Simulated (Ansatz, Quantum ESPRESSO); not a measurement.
# From contact to tunnelling: a Si chain with one bond drawn out, part 2 of 5

Wanted: T at the Fermi level along a series, and its decay constant, for a Si chain with one bond drawn out.

Quantum ESPRESSO 7.5; plane-wave DFT, PBE, GBRV ultrasoft pseudopotentials; cross-check by Ansatz 0.2.0 with PAW datasets.

So far. Step 2 (Ground state, 0.5 Å): The run needed 15 iterations to bring the estimated error under 1e-07 Ry; the largest force on any atom, held or free, is 0.74 eV/Å.

### 3. The open system, 0.5 Å

Level of this step: transmission by pwcond, lead and junction from one cell; plane-wave DFT, PBE, GBRV ultrasoft pseudopotentials (Quantum ESPRESSO).

prefixt takes both regions from one run: the lead from 0 to bdl, the scattering region from bdl to bds (units of alat). ikind = 1 puts the same lead on both sides. The program's T_tot counts both spins in a run without spin; the tables below give T per spin.

File j0.cond.in:

```
&inputcond
  outdir = './out'
  prefixt = 'j0.scf'
  tran_file = 'j0.cond.dat'
  bdl = 0.5866666667
  bds = 3.0000000000
  ikind = 1
  ewind = 4.0
  epsproj = 1e-05
  nz1 = 7
  energy0 = 2.0
  denergy = -0.1
/
1
  0.00000000 0.00000000 1.00000000
41
```

Launch:

```sh
$ OMP_NUM_THREADS=1 mpirun -n 4 pwcond.x -in j0.cond.in > j0.cond.out
```

The log of the run:

```text
[banner, memory and clock lines left out]
Program PWCOND v.7.5 starts

          URL

     ./out/j0.scf.save/

     IMPORTANT: XC functional enforced from input :
     Exchange-correlation= PBE
                           (   1   4   3   4   0   0   0)
     Any further DFT definition will be discarded
     Please, verify this is what you really want

     negative rho (up, down):  4.367E-05 0.000E+00
     Reading collected, re-writing distributed wavefunctions

===== INPUT FILE containing all the regions =====

     GEOMETRY:

     lattice parameter (alat)  =      14.1729  a.u.
     the volume                =    8540.8608 (a.u.)^3
     the cross section         =     200.8724 (a.u.)^2
     l of the unit cell        =       3.0000 (alat)
     number of atoms/cell      =           10
     number of atomic types    =            1

     crystal axes: (cart. coord. in units of alat)
               a(1) = (  1.0000  0.0000  0.0000 )
               a(2) = (  0.0000  1.0000  0.0000 )
               a(3) = (  0.0000  0.0000  3.0000 )

   Cartesian axes

     site n.     atom                  positions (alat units)
          1        Si     tau(  1)=(  0.5000  0.5000  3.0000  )
          2        Si     tau(  2)=(  0.5000  0.5000  0.2933  )
          3        Si     tau(  3)=(  0.5000  0.5000  0.5867  )
          4        Si     tau(  4)=(  0.5000  0.5000  0.8800  )
          5        Si     tau(  5)=(  0.5000  0.5000  1.1733  )
          6        Si     tau(  6)=(  0.5000  0.5000  1.5333  )
          7        Si     tau(  7)=(  0.5000  0.5000  1.8267  )
          8        Si     tau(  8)=(  0.5000  0.5000  2.1200  )
          9        Si     tau(  9)=(  0.5000  0.5000  2.4133  )
         10        Si     tau( 10)=(  0.5000  0.5000  2.7067  )

     nr1s                      =           54
     nr2s                      =           54
     nr3s                      =          160
     nr1sx                     =           54
     nr2sx                     =           54
     nr3sx                     =          160
     nr1                       =           60
     nr2                       =           60
     nr3                       =          180
     nr1x                      =           60
     nr2x                      =           60
     nr3x                      =          180

 _______________________________
  Radii of nonlocal spheres:

     type       ibeta     ang. mom.          radius (alat units)
       Si         1         0                    0.1216
       Si         2         0                    0.1216
       Si         3         1                    0.1216
       Si         4         1                    0.1216
       Si         5         2                    0.1216
       Si         6         2                    0.1216
----- General information -----

--- T calc. with identical leads (ikind=1) ---

     nrx                       =           54
     nry                       =           54
     nz1                       =            7

     energy0               =         2.0E+00
     denergy               =        -1.0E-01
     nenergy               =         41
     ecut2d                =         3.4E+01
     ewind                 =         4.0E+00
     epsproj               =         1.0E-05

     number of k_|| points=    1
                       cryst. coord.
        k(    1) = (   0.0000000   0.0000000), wk =   1.0000000
----- Information about left/right lead -----

     nocros                   =           18
     noins                    =           18
     norb                     =           54
     norbf                    =          162
     nrz                      =           31

      iorb      type   ibeta   ang. mom.   m       position (alat)
        1        1       1        0        1   taunew(   1)=(  0.5000  0.5000  0.0000)
        2        1       2        0        1   taunew(   2)=(  0.5000  0.5000  0.0000)
        3        1       3        1        1   taunew(   3)=(  0.5000  0.5000  0.0000)
        4        1       3        1        2   taunew(   4)=(  0.5000  0.5000  0.0000)
        5        1       3        1        3   taunew(   5)=(  0.5000  0.5000  0.0000)
        6        1       4        1        1   taunew(   6)=(  0.5000  0.5000  0.0000)
        7        1       4        1        2   taunew(   7)=(  0.5000  0.5000  0.0000)
        8        1       4        1        3   taunew(   8)=(  0.5000  0.5000  0.0000)
        9        1       5        2        1   taunew(   9)=(  0.5000  0.5000  0.0000)
       10        1       5        2        2   taunew(  10)=(  0.5000  0.5000  0.0000)
       11        1       5        2        3   taunew(  11)=(  0.5000  0.5000  0.0000)
       12        1       5        2        4   taunew(  12)=(  0.5000  0.5000  0.0000)
       13        1       5        2        5   taunew(  13)=(  0.5000  0.5000  0.0000)
       14        1       6        2        1   taunew(  14)=(  0.5000  0.5000  0.0000)
       15        1       6        2        2   taunew(  15)=(  0.5000  0.5000  0.0000)
       16        1       6        2        3   taunew(  16)=(  0.5000  0.5000  0.0000)
       17        1       6        2        4   taunew(  17)=(  0.5000  0.5000  0.0000)
       18        1       6        2        5   taunew(  18)=(  0.5000  0.5000  0.0000)
       19        1       1        0        1   taunew(  19)=(  0.5000  0.5000  0.2933)
       20        1       2        0        1   taunew(  20)=(  0.5000  0.5000  0.2933)
       21        1       3        1        1   taunew(  21)=(  0.5000  0.5000  0.2933)
       22        1       3        1        2   taunew(  22)=(  0.5000  0.5000  0.2933)
       23        1       3        1        3   taunew(  23)=(  0.5000  0.5000  0.2933)
       24        1       4        1        1   taunew(  24)=(  0.5000  0.5000  0.2933)
       25        1       4        1        2   taunew(  25)=(  0.5000  0.5000  0.2933)
       26        1       4        1        3   taunew(  26)=(  0.5000  0.5000  0.2933)
       27        1       5        2        1   taunew(  27)=(  0.5000  0.5000  0.2933)
       28        1       5        2        2   taunew(  28)=(  0.5000  0.5000  0.2933)
       29        1       5        2        3   taunew(  29)=(  0.5000  0.5000  0.2933)
       30        1       5        2        4   taunew(  30)=(  0.5000  0.5000  0.2933)
       31        1       5        2        5   taunew(  31)=(  0.5000  0.5000  0.2933)
       32        1       6        2        1   taunew(  32)=(  0.5000  0.5000  0.2933)
       33        1       6        2        2   taunew(  33)=(  0.5000  0.5000  0.2933)
       34        1       6        2        3   taunew(  34)=(  0.5000  0.5000  0.2933)
[...]
141        1       6        2        2   taunew( 141)=(  0.5000  0.5000  2.1200)
      142        1       6        2        3   taunew( 142)=(  0.5000  0.5000  2.1200)
      143        1       6        2        4   taunew( 143)=(  0.5000  0.5000  2.1200)
      144        1       6        2        5   taunew( 144)=(  0.5000  0.5000  2.1200)
      145        1       1        0        1   taunew( 145)=(  0.5000  0.5000  2.4133)
      146        1       2        0        1   taunew( 146)=(  0.5000  0.5000  2.4133)
      147        1       3        1        1   taunew( 147)=(  0.5000  0.5000  2.4133)
      148        1       3        1        2   taunew( 148)=(  0.5000  0.5000  2.4133)
      149        1       3        1        3   taunew( 149)=(  0.5000  0.5000  2.4133)
      150        1       4        1        1   taunew( 150)=(  0.5000  0.5000  2.4133)
      151        1       4        1        2   taunew( 151)=(  0.5000  0.5000  2.4133)
      152        1       4        1        3   taunew( 152)=(  0.5000  0.5000  2.4133)
      153        1       5        2        1   taunew( 153)=(  0.5000  0.5000  2.4133)
      154        1       5        2        2   taunew( 154)=(  0.5000  0.5000  2.4133)
      155        1       5        2        3   taunew( 155)=(  0.5000  0.5000  2.4133)
      156        1       5        2        4   taunew( 156)=(  0.5000  0.5000  2.4133)
      157        1       5        2        5   taunew( 157)=(  0.5000  0.5000  2.4133)
      158        1       6        2        1   taunew( 158)=(  0.5000  0.5000  2.4133)
      159        1       6        2        2   taunew( 159)=(  0.5000  0.5000  2.4133)
      160        1       6        2        3   taunew( 160)=(  0.5000  0.5000  2.4133)
      161        1       6        2        4   taunew( 161)=(  0.5000  0.5000  2.4133)
      162        1       6        2        5   taunew( 162)=(  0.5000  0.5000  2.4133)
 ngper, shell number =          545          70
 ngper, n2d =          545         121
---  E-Ef =    2.0000000  k =    0.0000000   0.0000000
---  ie =          1  ik =          1
 Nchannels of the left tip =            3
 Right moving states:
   k1(2pi/a)   k2(2pi/a)   E-Ef (eV)
   0.2681788   0.0000091   2.0000000
  -0.3136992   0.0000059   2.0000000
  -0.3136992   0.0000059   2.0000000
 Left moving states:
   k1(2pi/a)   k2(2pi/a)   E-Ef (eV)
  -0.2681788   0.0000091   2.0000000
   0.3136992   0.0000059   2.0000000
   0.3136992   0.0000059   2.0000000

 to transmit
 Band j to band i transmissions and reflections:
    j         i     |T_ij|^2    |R_ij|^2

    1 -->     1     0.75923     0.24077
    1 -->     2     0.00000     0.00000
    1 -->     3     0.00000     0.00000
   Total T_j, R_j =    0.75923  0.24077

    2 -->     1     0.00000     0.00000
    2 -->     2     0.72663     0.27321
    2 -->     3     0.00000     0.00017
   Total T_j, R_j =    0.72663  0.27337

    3 -->     1     0.00000     0.00000
    3 -->     2     0.00000     0.00017
    3 -->     3     0.72663     0.27321
   Total T_j, R_j =    0.72663  0.27337

E-Ef(ev), T(x2 spins) =    2.0000000   4.4249782
---  E-Ef =    1.9000000  k =    0.0000000   0.0000000
---  ie =          2  ik =          1
 Nchannels of the left tip =            3
 Right moving states:
   k1(2pi/a)   k2(2pi/a)   E-Ef (eV)
   0.2614376   0.0000091   1.9000000
  -0.3242213   0.0000059   1.9000000
  -0.3242213   0.0000059   1.9000000
 Left moving states:
   k1(2pi/a)   k2(2pi/a)   E-Ef (eV)
  -0.2614376   0.0000091   1.9000000
   0.3242213   0.0000059   1.9000000
   0.3242213   0.0000059   1.9000000

 to transmit
 Band j to band i transmissions and reflections:
    j         i     |T_ij|^2    |R_ij|^2

    1 -->     1     0.75653     0.24347
    1 -->     2     0.00000     0.00000
    1 -->     3     0.00000     0.00000
   Total T_j, R_j =    0.75653  0.24347

    2 -->     1     0.00000     0.00000
    2 -->     2     0.72270     0.27712
    2 -->     3     0.00000     0.00018
   Total T_j, R_j =    0.72270  0.27730

    3 -->     1     0.00000     0.00000
    3 -->     2     0.00000     0.00018
    3 -->     3     0.72270     0.27712
   Total T_j, R_j =    0.72270  0.27730

E-Ef(ev), T(x2 spins) =    1.9000000   4.4038537
---  E-Ef =    1.8000000  k =    0.0000000   0.0000000
---  ie =          3  ik =          1
 Nchannels of the left tip =            3
 Right moving states:
   k1(2pi/a)   k2(2pi/a)   E-Ef (eV)
   0.2546757   0.0000091   1.8000000
  -0.3348964   0.0000058   1.8000000
  -0.3348964   0.0000058   1.8000000
 Left moving states:
   k1(2pi/a)   k2(2pi/a)   E-Ef (eV)
  -0.2546757   0.0000091   1.8000000
   0.3348964   0.0000058   1.8000000
   0.3348964   0.0000058   1.8000000

 to transmit
 Band j to band i transmissions and reflections:
    j         i     |T_ij|^2    |R_ij|^2

    1 -->     1     0.75367     0.24633
    1 -->     2     0.00000     0.00000
    1 -->     3     0.00000     0.00000
   Total T_j, R_j =    0.75367  0.24633

    2 -->     1     0.00000     0.00000
    2 -->     2     0.71801     0.28179
    2 -->     3     0.00000     0.00020
   Total T_j, R_j =    0.71801  0.28199

    3 -->     1     0.00000     0.00000
    3 -->     2     0.00000     0.00020
    3 -->     3     0.71801     0.28179
   Total T_j, R_j =    0.71801  0.28199

E-Ef(ev), T(x2 spins) =    1.8000000   4.3793899
[... further energies and points left out ...]
---  E-Ef =   -1.8000000  k =    0.0000000   0.0000000
---  ie =         39  ik =          1
 Nchannels of the left tip =            0
 Right moving states:
   k1(2pi/a)   k2(2pi/a)   E-Ef (eV)
 Left moving states:
   k1(2pi/a)   k2(2pi/a)   E-Ef (eV)

 to transmit
          E-Ef(ev), T =   -1.8000000   0.0000000
---  E-Ef =   -1.9000000  k =    0.0000000   0.0000000
---  ie =         40  ik =          1
 Nchannels of the left tip =            0
 Right moving states:
   k1(2pi/a)   k2(2pi/a)   E-Ef (eV)
 Left moving states:
   k1(2pi/a)   k2(2pi/a)   E-Ef (eV)

 to transmit
          E-Ef(ev), T =   -1.9000000   0.0000000
---  E-Ef =   -2.0000000  k =    0.0000000   0.0000000
---  ie =         41  ik =          1
 Nchannels of the left tip =            0
 Right moving states:
   k1(2pi/a)   k2(2pi/a)   E-Ef (eV)
 Left moving states:
   k1(2pi/a)   k2(2pi/a)   E-Ef (eV)

 to transmit
          E-Ef(ev), T =   -2.0000000   0.0000000
   T_tot     2.00000      0.44250E+01
   T_tot     1.90000      0.44039E+01
   T_tot     1.80000      0.43794E+01
   T_tot     1.70000      0.43515E+01
   T_tot     1.60000      0.43206E+01
   T_tot     1.50000      0.42880E+01
   T_tot     1.40000      0.42557E+01
   T_tot     1.30000      0.42262E+01
   T_tot     1.20000      0.42023E+01
   T_tot     1.10000      0.41871E+01
   T_tot     1.00000      0.41835E+01
   T_tot     0.90000      0.41937E+01
   T_tot     0.80000      0.42188E+01
   T_tot     0.70000      0.42579E+01
   T_tot     0.60000      0.43022E+01
   T_tot     0.50000      0.42214E+01
   T_tot     0.40000      0.45586E+01
   T_tot     0.30000      0.45948E+01
   T_tot     0.20000      0.46372E+01
   T_tot     0.10000      0.46462E+01
   T_tot    -0.00000      0.46014E+01
   T_tot    -0.10000      0.44892E+01
   T_tot    -0.20000      0.43060E+01
   T_tot    -0.30000      0.40586E+01
   T_tot    -0.40000      0.37614E+01
   T_tot    -0.50000      0.34286E+01
   T_tot    -0.60000      0.30646E+01
   T_tot    -0.70000      0.26550E+01
   T_tot    -0.80000      0.21551E+01
   T_tot    -0.90000      0.14732E+01
   T_tot    -1.00000      0.95104E+00
   T_tot    -1.10000      0.62201E+00
   T_tot    -1.20000      0.33631E+00
   T_tot    -1.30000      0.74860E-01
   T_tot    -1.40000      0.00000E+00
   T_tot    -1.50000      0.00000E+00
   T_tot    -1.60000      0.00000E+00
   T_tot    -1.70000      0.00000E+00
   T_tot    -1.80000      0.00000E+00
   T_tot    -1.90000      0.00000E+00
   T_tot    -2.00000      0.00000E+00

Note: The following floating-point exceptions are signalling: IEEE_UNDERFLOW_FLAG
Note: The following floating-point exceptions are signalling: IEEE_UNDERFLOW_FLAG
Note: The following floating-point exceptions are signalling: IEEE_UNDERFLOW_FLAG
Note: The following floating-point exceptions are signalling: IEEE_UNDERFLOW_FLAG
```

It took 96 s on 4 MPI ranks of Arm Neoverse V1, shared host; peak memory 0.34 GiB; 6.4 min of CPU time.

Read from the output:

* lead channels at the Fermi level, one spin: 3
* transmission at the Fermi level, one spin: 2.301
* conductance: 2.301 G₀

Per spin. Open channels against energy, zero at the Fermi level:

| energy (eV) | open channels |
| --- | --- |
| -2.00 | 0 |
| -1.90 | 0 |
| -1.80 | 0 |
| -1.70 | 0 |
| -1.60 | 0 |
| -1.50 | 0 |
| -1.40 | 0 |
| -1.20 | 2 |
| -1.10 | 2 |
| -1.00 | 2 |
| -0.90 | 3 |
| -0.80 | 3 |
| -0.70 | 3 |
| -0.60 | 3 |
| -0.50 | 3 |
| -0.40 | 3 |
| -0.30 | 3 |
| -0.20 | 3 |
| -0.10 | 3 |
| 0.00 | 3 |
| 0.10 | 3 |
| 0.20 | 3 |
| 0.30 | 3 |
| 0.40 | 3 |
| 0.50 | 3 |
| 0.60 | 3 |
| 0.70 | 3 |
| 0.80 | 3 |
| 0.90 | 3 |
| 1.00 | 3 |
| 1.10 | 3 |
| 1.20 | 3 |
| 1.40 | 3 |
| 1.50 | 3 |
| 1.60 | 3 |
| 1.70 | 3 |
| 1.80 | 3 |
| 1.90 | 3 |
| 2.00 | 3 |

Per spin. Transmission against energy, zero at the Fermi level:

| energy (eV) | transmission |
| --- | --- |
| -2.00 | 0 |
| -1.90 | 0 |
| -1.70 | 0 |
| -1.60 | 0 |
| -1.40 | 0 |
| -1.30 | 0.0374 |
| -1.20 | 0.168 |
| -1.00 | 0.476 |
| -0.90 | 0.737 |
| -0.80 | 1.08 |
| -0.60 | 1.53 |
| -0.50 | 1.71 |
| -0.30 | 2.03 |
| -0.20 | 2.15 |
| -0.10 | 2.24 |
| 0.00 | 2.30 |
| 0.10 | 2.32 |
| 0.20 | 2.32 |
| 0.30 | 2.30 |
| 0.50 | 2.11 |
| 0.60 | 2.15 |
| 0.80 | 2.11 |
| 0.90 | 2.10 |
| 1.00 | 2.09 |
| 1.20 | 2.10 |
| 1.30 | 2.11 |
| 1.40 | 2.13 |
| 1.60 | 2.16 |
| 1.70 | 2.18 |
| 1.90 | 2.20 |
| 2.00 | 2.21 |

(Part 2 of 5 ends here.)

[Logs are printed without paths, hosts, clocks, repeated set-up lines and the standing remarks that a program may print on its own settings, such as how far it seeks lower states.]

[Hosts, paths, dates, database ids (printed as entryN), source tags and the programs' standing remarks are cut or masked in the printed files.]

[Maps of the electrostatic potential energy from Ansatz leave out the sawtooth potential of an applied field or a dipole correction, so their vacuum need not be flat; planar profiles and work functions include it.]
